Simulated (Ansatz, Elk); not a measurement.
# Bonding as seen by X-rays: CoCuAs2Se2

The structure of CoCuAs2Se2 used here is made up (a known structure type with other elements) and was relaxed beforehand with PBE. The aim is the Fourier transform of its all-electron density, F(hkl), set beside the sum over free spherical atoms that refinements use.

Program: Elk 11.2.3 (patched build). Level of theory: DFT, PBE, all-electron APW+lo, Dirac cores, scalar-relativistic bands, static density, no spin. Results are calculated unless marked as measured.

The structure was built from a prototype and need not be the compound's stable phase.

## 1. Starting point

The structure is monoclinic, space group P2/m (No. 10). The conventional cell has a = 4.934 Å, b = 3.697 Å, c = 5.850 Å, α = 90.00°, β = 91.45°, γ = 90.00°. Nearest to Se lie 1 Co at 2.32 Å and 1 Se at 2.53 Å and 2 Cu at 2.54 Å. As has 2 Co at 2.42 Å and 1 Cu at 2.46 Å and 1 As at 2.49 Å nearest. Nearest to Cu lie 2 As at 2.46 Å and 4 Se at 2.54 Å. Nearest to Co lie 2 Se at 2.32 Å and 4 As at 2.42 Å. Farther neighbours and most contacts between anions are not listed.

## 2. Ground state and structure factors

An all-electron density is needed, since X-rays see the cores too. Task 0 finds the density and task 195 Fourier-transforms it; tshift is off so that phases refer to the origin typed.

The input, elk.in:

```
tasks
  0
  195

xctype
  20

spinpol
  .false.

rgkmax
  7.0

gmaxvr
  14.0

lmaxo
  7

lmaxapw
  8

swidth
  0.002

tshift
  .false.

ramdisk
  .false.

hmaxvr
  5.5

maxscl
  120

epspot
  1e-06

sppath
  './'

avec
  9.30795593598 0.00000000000 0.55478016256
  0.00000000000 6.98712181603 -0.00000000000
  -0.37876139439 -0.00000000000 11.04746808634

atoms
  4
  'Se.in'
  2
  0.8047991011 -0.0000000000 0.6437803479   0.000000 0.000000 0.000000
  0.1952008989 0.0000000000 0.3562196521   0.000000 0.000000 0.000000
  'As.in'
  2
  0.2899106417 0.5000000000 0.8866716797   0.000000 0.000000 0.000000
  0.7100893583 0.5000000000 0.1133283203   0.000000 0.000000 0.000000
  'Cu.in'
  1
  0.5000000000 0.5000000000 0.5000000000   0.000000 0.000000 0.000000
  'Co.in'
  1
  -0.0000000000 0.0000000000 -0.0000000000   0.000000 0.000000 0.000000

ngridk
  5 6 4
```

Command:

```console
OMP_NUM_THREADS=4 elk
```

Numbers of over 12 decimals in the logs are rounded to 6 here.

The program printed:

```text
┌─────────────────────────┐
│ Elk code version 11.2.3 │
└─────────────────────────┘

All units are atomic (Hartree, Bohr, etc.)

┌─────────────────────────────────────────────────┐
│ Ground-state run starting from atomic densities │
└─────────────────────────────────────────────────┘

Lattice vectors :
   9.307955936       0.000000000      0.5547801626
   0.000000000       6.987121816      -0.000000000
 -0.3787613944      -0.000000000       11.04746809

Reciprocal lattice vectors :
  0.6736572450       0.000000000      0.2309627468E-01
  -0.000000000      0.8992522919       0.000000000
 -0.3382962258E-01   0.000000000      0.5675845273

Unit cell volume      :    719.9493669
Brillouin zone volume :   0.3445384146

Muffin-tin inner radius fraction :   0.1000000000E-01

Nuclei treated as point charges

Species : 1 (Se)
 parameters loaded from : Se.in
 name : selenium
 nuclear charge    :   -34.00000000
 electronic charge :    34.00000000
 atomic mass :    143935.2749
 muffin-tin radius :    2.164747372
 number of radial points in muffin-tin :    993
 inner part over the whole radius :   0.9962141058E-02
 number on inner part of muffin-tin    :    701
 approximate nuclear radius :   0.7785908700E-04
 number of mesh points to nuclear radius :    345
 atomic positions (lattice), magnetic fields (Cartesian) :
  1 :  -0.19520090  0.00000000 -0.35621965    0.00000000  0.00000000  0.00000000
  2 :   0.19520090  0.00000000  0.35621965    0.00000000  0.00000000  0.00000000

Species : 2 (As)
 parameters loaded from : As.in
 name : arsenic
 nuclear charge    :   -33.00000000
 electronic charge :    33.00000000
 atomic mass :    136573.7220
 muffin-tin radius :    2.303295066
 number of radial points in muffin-tin :    993
 inner part over the whole radius :   0.9981728576E-02
 number on inner part of muffin-tin    :    702
 approximate nuclear radius :   0.7712558785E-04
 number of mesh points to nuclear radius :    342
 atomic positions (lattice), magnetic fields (Cartesian) :
  1 :   0.28991064  0.50000000 -0.11332832    0.00000000  0.00000000  0.00000000
  2 :  -0.28991064  0.50000000  0.11332832    0.00000000  0.00000000  0.00000000

Species : 3 (Cu)
 parameters loaded from : Cu.in
 name : copper
 nuclear charge    :   -29.00000000
 electronic charge :    29.00000000
 atomic mass :    115837.2717
 muffin-tin radius :    2.303295066
 number of radial points in muffin-tin :    993
 inner part over the whole radius :   0.9856939787E-02
 number on inner part of muffin-tin    :    700
 approximate nuclear radius :   0.7406004541E-04
 number of mesh points to nuclear radius :    337
 atomic positions (lattice), magnetic fields (Cartesian) :
  1 :   0.50000000  0.50000000  0.50000000    0.00000000  0.00000000  0.00000000

Species : 4 (Co)
 parameters loaded from : Co.in
 name : cobalt
 nuclear charge    :   -27.00000000
 electronic charge :    27.00000000
 atomic mass :    107428.6517
 muffin-tin radius :    2.164747372
 number of radial points in muffin-tin :    993
 inner part over the whole radius :   0.9987996695E-02
 number on inner part of muffin-tin    :    699
 approximate nuclear radius :   0.7243775530E-04
 number of mesh points to nuclear radius :    335
 atomic positions (lattice), magnetic fields (Cartesian) :
  1 :   0.00000000  0.00000000  0.00000000    0.00000000  0.00000000  0.00000000

Total number of atoms per unit cell :    6
Total muffin-tin volume :    281.0300125
 ratio of muffin-tin to unit cell volume :   0.3903469124

Spin treatment :
 spin-unpolarised

Number of Bravais lattice symmetries :    4
Number of crystal symmetries         :    4
Crystal has inversion symmetry
Real symmetric eigensolver will be used

k-point grid :      5     6     4
k-point offset :    0.000000000       0.000000000       0.000000000
k-point set is reduced with full crystal symmetry group
Total number of k-points :       44

Muffin-tin radius times maximum |G+k| :    7.000000000
 using average radius
[...]
from k-point 9 to k-point 31
Estimated direct band gap   :   0.9993523321E-02
 at k-point 10

Charges :
 core                        :    96.00000000
 valence                     :    94.00000000
 interstitial                :    10.74105454
 muffin-tins (core leakage)
  species : 1 (Se)
[...]
species : 2 (As)
[...]
species : 3 (Cu)
[...]
species : 4 (Co)
[...]
total in muffin-tins        :    179.2589455
 total calculated charge     :    189.9970229
 total charge                :    190.0000000
 error                       :   0.2977122206E-02

RMS change in Kohn-Sham potential (target) :   0.9592063602     (  0.1000000000E-05)
Absolute change in total energy (target)   :    4.368256063     (  0.1000000000E-03)

[... loops 3 to 19 left out ...]

┌──────────────────┐
│ Loop number : 20 │
└──────────────────┘

Energies :
 Fermi                       :     0.260588
 sum of occupied eigenvalues :     -7170.0720824619
 electron kinetic            :      12697.944869615
 core electron kinetic       :      11598.063817358
 Coulomb                     :     -24657.937102966
 Coulomb potential           :     -19255.138311067
 nuclear-nuclear             :     -1708.5417659885
 electron-nuclear            :     -26683.044964318
 Hartree                     :      3733.6496273409
 Madelung                    :     -15030.367947432
 xc potential                :     -612.87864100967
 exchange                    :     -461.89221229568
 correlation                 :     -9.290291
 electron entropic           :    -0.11752368986875E-02
 total energy                :     -12431.175912228

Density of states at Fermi energy :    92.02395191
 (states/Hartree/unit cell)

Estimated indirect band gap :   0.3626696411E-03
 from k-point 21 to k-point 11
Estimated direct band gap   :   0.3345517262E-02
 at k-point 16

Charges :
 core                        :    96.00000000
 valence                     :    94.00000000
 interstitial                :    10.38258736
 muffin-tins (core leakage)
  species : 1 (Se)
[...]
species : 2 (As)
[...]
species : 3 (Cu)
[...]
species : 4 (Co)
[...]
total in muffin-tins        :    179.6174126
 total calculated charge     :    189.9971939
 total charge                :    190.0000000
 error                       :   0.2806073029E-02

RMS change in Kohn-Sham potential (target) :   0.9064595518E-06 (  0.1000000000E-05)
Absolute change in total energy (target)   :   0.7978427493E-04 (  0.1000000000E-03)

Convergence targets achieved

┌──────────────────┐
│ Loop number : 21 │
└──────────────────┘

Energies :
 Fermi                       :     0.260588
 sum of occupied eigenvalues :     -7170.0720636086
 electron kinetic            :      12697.944863008
 core electron kinetic       :      11598.063826414
 Coulomb                     :     -24657.937080709
 Coulomb potential           :     -19255.138335860
 nuclear-nuclear             :     -1708.5417659885
 electron-nuclear            :     -26683.044894202
 Hartree                     :      3733.6495794809
 Madelung                    :     -15030.367912780
 xc potential                :     -612.87859075632
 exchange                    :     -461.89220955940
 correlation                 :     -9.290291
 electron entropic           :    -0.11752363615795E-02
 total energy                :     -12431.175893823

Density of states at Fermi energy :    92.02388399
 (states/Hartree/unit cell)

Estimated indirect band gap :   0.3626682495E-03
 from k-point 21 to k-point 11
Estimated direct band gap   :   0.3345543915E-02
 at k-point 16

Charges :
 core                        :    96.00000000
 valence                     :    94.00000000
 interstitial                :    10.38258880
 muffin-tins (core leakage)
  species : 1 (Se)
[...]
species : 2 (As)
[...]
atom 2                    :    31.19011786     (  0.2551400535E-03)
  species : 3 (Cu)
   atom 1                    :    28.01253832     (  0.2693531788E-03)
  species : 4 (Co)
   atom 1                    :    25.76579924     (  0.1590008221E-02)
 total in muffin-tins        :    179.6174112
 total calculated charge     :    189.9971939
 total charge                :    190.0000000
 error                       :   0.2806072981E-02

┌──────────────────────────────┐
│ Self-consistent loop stopped │
└──────────────────────────────┘

Warning : core states of species 1 leak from the muffin-tin :   0.2699281266E-03

Warning : core states of species 2 leak from the muffin-tin :   0.2551400535E-03

Warning : core states of species 3 leak from the muffin-tin :   0.2693531788E-03

Warning : core states of species 4 leak from the muffin-tin :   0.1590008221E-02

Wrote STATE.OUT
```

Elapsed: 68 s, on 4 threads of AMD EPYC 7B13 (Zen 3), shared host; peak memory 0.26 GiB; 3.8 min of CPU time.

SFACRHO.OUT:

```text

h k l indices transformed by vhmat matrix:
   1.000000000       0.000000000       0.000000000    
   0.000000000       1.000000000       0.000000000    
   0.000000000       0.000000000       1.000000000    

      h      k      l  multipl.   |H|            Re(F)            Im(F)           |F|

      0      0      0      1   0.0000000       190.00000      0.59150163E-16   190.00000    
      0      0     -1      2  0.56859180       5.4325726      0.93787980E-14   5.4325726    
      1      0      0      2  0.67405306       4.0761452      0.13537870E-13   4.0761452    
      1      0      1      2  0.87079458       18.814290     -0.28343801E-13   18.814290    
     -1      0      1      2  0.89275144       33.630942      0.41756329E-13   33.630942    
      0      1      0      2  0.89925229     -0.32782488      0.10055393E-13  0.32782488    
      0     -1      1      4   1.0639320      -30.317213     -0.17296523E-13   30.317213    
      1     -1      0      4   1.1238337       79.684711      0.52530404E-14   79.684711    
      0      0      2      2   1.1371836       41.543334     -0.15651943E-13   41.543334    
      1      1      1      4   1.2517739      -77.962373     -0.10427977E-14   77.962373    
     -1      1      1      4   1.2671463       70.692921     -0.30048384E-13   70.692921    
      1      0      2      2   1.3072154       91.986706      0.46163234E-13   91.986706    
      1      0     -2      2   1.3365089      -107.89002      0.79424841E-14   107.89002    
      2      0      0      2   1.3481061      -43.293195     -0.46155868E-13   43.293195    
      0      1     -2      4   1.4497728      -21.781695      0.12385559E-13   21.781695    
      2      0      1      2   1.4498154      -53.113953      0.46204486E-14   53.113953    
     -2      0      1      2   1.4762820       31.207332      0.21759623E-14   31.207332    
      1      1      2      4   1.5866527       38.220501      0.53501027E-14   38.220501
```

Elk indexes on the primitive cell of elk.in and gives |H| = 4π sin θ/λ in inverse bohr. Below, one row stands for each form hkl of the conventional cell (m members, Friedel mates merged), F is for one primitive cell and the density is static (no thermal factor). Free-atom factors are Waasmaier and Kirfel's, and R is Σm||F|−|F'||/Σm|F|.

```
   hkl  m  sin θ/λ (Å⁻¹)  abs F, DFT  neutral atoms   diff.
   001  2          0.086       5.433          5.076  +0.356
   100  2          0.101       4.076          3.748  +0.328
1 0 -1  2          0.131      18.814         18.576  +0.238
   101  2          0.134      33.631         33.528  +0.103
   010  2          0.135       0.328          0.630  -0.302
   011  4          0.160      30.317         30.206  +0.111
   110  4          0.169      79.685         79.620  +0.065
   002  2          0.171      41.543         41.543  +0.000
1 1 -1  4          0.188      77.962         78.287  -0.324
   111  4          0.191      70.693         70.225  +0.468
1 0 -2  2          0.197      91.987         91.483  +0.504
   102  2          0.201     107.890        108.041  -0.151
   200  2          0.203      43.293         42.813  +0.480
   012  4          0.218      21.782         22.134  -0.352
```

## 3. The highest occupied states alone

An energy window below the Fermi level keeps the highest occupied states, to see at which angles they scatter; shallow core shells can lie inside it and anion s states outside. No new self-consistency is needed.

elk.in, as its differences from that of step 2:

```diff
@@ -1,3 +1,2 @@
 tasks
-  0
   195
@@ -40,2 +39,5 @@
 
+wsfac
+  -0.290650 0.560590
+
 sppath
```

Command:

```console
OMP_NUM_THREADS=4 elk
```

The program printed:

```text
┌─────────────────────────────────┐
│ Elk code version 11.2.3 started │
└─────────────────────────────────┘

Info(readinput): the functional depends on the density's gradient
 muffin-tin radial points multiplied by    2.00000
 (not where nrmtscf is given)

┌────────────────────┐
│ Current task : 195 │
└────────────────────┘
Info(checkmt): changed muffin-tin radius of species 1 (Se) from   2.4000 to   2.1647
Info(checkmt): changed muffin-tin radius of species 2 (As) from   2.4000 to   2.3033
Info(checkmt): changed muffin-tin radius of species 3 (Cu) from   2.4000 to   2.3033
Info(checkmt): changed muffin-tin radius of species 4 (Co) from   2.4000 to   2.1647

Info(sfacrho): density structure factors written to SFACRHO.OUT

 Energy window :  -0.2906500000      0.5605900000

┌──────────────────┐
│ Elk code stopped │
└──────────────────┘
```

Elapsed: 13 s, on 4 threads; peak memory 0.17 GiB; 18 s of CPU time.

States within 15 eV below the Fermi level hold 41.67 electrons; any levels below the window count with the cores, and a count that is not whole means the window cuts a band. Their amplitudes can exceed the total, where window and core parts have opposite phase:

```
   hkl  sin θ/λ (Å⁻¹)  abs F, window  abs F, all
   001          0.086          1.879       5.433
   100          0.101          0.869       4.076
1 0 -1          0.131         11.711      18.814
   101          0.134         14.538      33.631
   010          0.135          0.633       0.328
   011          0.160          8.513      30.317
   110          0.169         15.315      79.685
   002          0.171         12.670      41.543
1 1 -1          0.188          5.598      77.962
   111          0.191          1.403      70.693
```

## 4. Another functional

The difference from free atoms is small, so it is set against the change that PBEsol makes.

elk.in, as its differences from that of step 3:

```diff
@@ -1,2 +1,3 @@
 tasks
+  0
   195
@@ -4,3 +5,3 @@
 xctype
-  20
+  22
 
@@ -39,5 +40,2 @@
 
-wsfac
-  -0.290650 0.560590
-
 sppath
```

Command:

```console
OMP_NUM_THREADS=4 elk
```

The program printed:

```text
┌─────────────────────────┐
│ Elk code version 11.2.3 │
└─────────────────────────┘

All units are atomic (Hartree, Bohr, etc.)

┌─────────────────────────────────────────────────┐
│ Ground-state run starting from atomic densities │
└─────────────────────────────────────────────────┘

Lattice vectors :
   9.307955936       0.000000000      0.5547801626
   0.000000000       6.987121816      -0.000000000
 -0.3787613944      -0.000000000       11.04746809

Reciprocal lattice vectors :
  0.6736572450       0.000000000      0.2309627468E-01
[...]
total in muffin-tins        :    179.5851480
 total calculated charge     :    189.9971384
 total charge                :    190.0000000
 error                       :   0.2861559906E-02

┌──────────────────────────────┐
│ Self-consistent loop stopped │
└──────────────────────────────┘

Warning : core states of species 1 leak from the muffin-tin :   0.2727231876E-03

Warning : core states of species 2 leak from the muffin-tin :   0.2581708910E-03

Warning : core states of species 3 leak from the muffin-tin :   0.2747313410E-03

Warning : core states of species 4 leak from the muffin-tin :   0.1621705131E-02

Wrote STATE.OUT
[key lines of the parts left out:]
total energy                :     -12422.162010847
```

Wall time 74 s (4 threads); peak memory 0.25 GiB.

Against the first run R = 0.03 %; the largest change is -0.039 at 204.

## 5. A coarser k-mesh

About half the k-points along each axis test the sampling.

elk.in, as its differences from that of step 4:

```diff
@@ -5,3 +5,3 @@
 xctype
-  22
+  20
 
@@ -66,2 +66,2 @@
 ngridk
-  5 6 4
+  2 3 2
```

Command:

```console
OMP_NUM_THREADS=4 elk
```

The program printed:

```text
┌─────────────────────────┐
│ Elk code version 11.2.3 │
└─────────────────────────┘

All units are atomic (Hartree, Bohr, etc.)

┌─────────────────────────────────────────────────┐
│ Ground-state run starting from atomic densities │
└─────────────────────────────────────────────────┘

Lattice vectors :
   9.307955936       0.000000000      0.5547801626
   0.000000000       6.987121816      -0.000000000
 -0.3787613944      -0.000000000       11.04746809

Reciprocal lattice vectors :
  0.6736572450       0.000000000      0.2309627468E-01
[...]
total in muffin-tins        :    179.6300155
 total calculated charge     :    189.9972051
 total charge                :    190.0000000
 error                       :   0.2794885542E-02

┌──────────────────────────────┐
│ Self-consistent loop stopped │
└──────────────────────────────┘

Warning : core states of species 1 leak from the muffin-tin :   0.2701990054E-03

Warning : core states of species 2 leak from the muffin-tin :   0.2549947544E-03

Warning : core states of species 3 leak from the muffin-tin :   0.2696834386E-03

Warning : core states of species 4 leak from the muffin-tin :   0.1595625680E-02

Wrote STATE.OUT
[key lines of the parts left out:]
total energy                :     -12431.170574937
```

Elapsed: 28 s, on 4 threads; peak memory 0.25 GiB.

Against the first run R = 0.02 %; the largest change is +0.055 at 202.

## 6. Settings against the effect

```
          run  R against the first run (%)  R against neutral atoms, low angle (%)  wall time
PBE, rgkmax 7                         0.00                                    0.74       68 s
       PBEsol                         0.03                                    0.75       74 s
 k-mesh 2×3×2                         0.02                                    0.74       28 s
```

## 7. Results

* R against neutral atoms, sin θ/λ < 0.3 Å⁻¹: 0.74 %
* R against neutral atoms, 0.3 to 0.52 Å⁻¹: 0.29 %

In words: Independent neutral atoms miss the calculated amplitudes by R = 0.74 % below 0.3 Å⁻¹ and 0.29 % from there to 0.52 Å⁻¹; by shells, 2.13 % below 0.15 Å⁻¹ (5 forms), 0.70 % 0.15 to 0.3 (26 forms), 0.36 % 0.3 to 0.45 (72 forms), 0.19 % above 0.45 (46 forms). Bonding, aspherical density and the tables' own atoms all enter these figures, and the runs don't part them. The largest change of an amplitude is -0.88 electrons, at 020. Weak lines can change much in proportion: 010 goes from 0.63 to 0.33. The window's part falls from 41.7 electrons at the origin to at most 4.22 between 0.45 and 0.52 Å⁻¹, where compact states inside the window still scatter. Below 0.3 Å⁻¹ the changes that finished (PBEsol and k-mesh 2×3×2) move F by R = 0.03 % at most, against the 0.74 % that separates it from free atoms. The basis has no finished test. These runs have no spin, though d or f shells may be open. Part of the difference isn't bonding: the tables are fits to free atoms and ions calculated by other methods than this functional. Thermal motion, anomalous dispersion and extinction are left out.

[Logs are printed without paths, hosts, clocks, repeated set-up lines and the standing remarks that a program may print on its own settings, such as how far it seeks lower states.]

[Hosts, paths, dates, database ids (printed as entryN), source tags and the programs' standing remarks are cut or masked in the printed files.]
